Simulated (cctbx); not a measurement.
## Which space group?

Cell: a = 6.7580 Å, b = 6.7580 Å, c = 6.7580 Å, α = 90.00°, β = 90.00°, γ = 90.00°. Expected content of the cell: Sb2 In6 O8.

The data are simulated with cctbx, not measured: Ga Kα, λ = 1.3414 Å, to d = 0.83 Å, 70 % of the full sphere, strongest reflection 20000 counts, noise from counting, a 2 % proportional error and a noise floor of 4 counts (s.d.); no absorption, some extinction.

A first pass over the reflections prints:

```text
1579 reflections to d = 0.832 A
centring   violations  <I/sigma> of those
    A        124 of   811      1.8
    B        113 of   829      1.7
    C        103 of   798      1.7
    I          0 of   797     -0.0
    R        220 of  1047      5.8
    F        170 of  1219      1.7
Laue class    unique    Rint  (classes that these axes allow; Friedel mates merged)
I 1 2/m 1         307   0.019
I 1 1 2/m         309   0.020
I 2/m 1 1         305   0.019
I m m m           183   0.020
I 4/m             159   0.020
I 4/m m m         103   0.021
I m -3             63   0.021
I m -3 m           43   0.021
space group    extra absences  I>4sigma  <I/sigma>
I 4 3 2                 0          0         -  acentric
I -4 3 m                0          0         -  acentric
I m -3 m                0          0         -  centric
Wilson B = 0.51 A^2   <|E^2-1|> = 0.941 (0.968 centric, 0.736 acentric)   E^2>4: 2.3 %
shell (A)         n   <I/sigma>
 4.78 - 1.20     16     54.6
 1.20 - 0.95     15     47.8
 0.95 - 0.83     12     48.9
```

**Question.** What are the lattice type, the Laue class and the likely space group?

The reflections that I centring forbids are absent (⟨I/σ⟩ near 0), so the lattice is I.

Rint stays low (0.019 to 0.021) up to I m -3 m, the highest class in these axes.

3 settings pass the absence test. No glide or screw absences show, which leaves I 4 3 2, I -4 3 m and I m -3 m.

⟨|E²−1|⟩ = 0.941 leans to a centrosymmetric structure. Here that hint misleads: the statistic assumes many like atoms on general positions, and few, heavy or special-position atoms break it. The Wilson B of 0.51 Å² means U ≈ 0.0065 Å².

The true group is I-43m (no. 217), Laue class m-3m, non-centrosymmetric. The tables only narrow the choice to the tied entries; cell content, site symmetry and trial solutions must settle it.

The model is made up (kin elements in a known structure type, no relaxation), so it says nothing on whether the phase exists.

[Logs are printed without paths, hosts, clocks, repeated set-up lines and the standing remarks that a program may print on its own settings, such as how far it seeks lower states.]
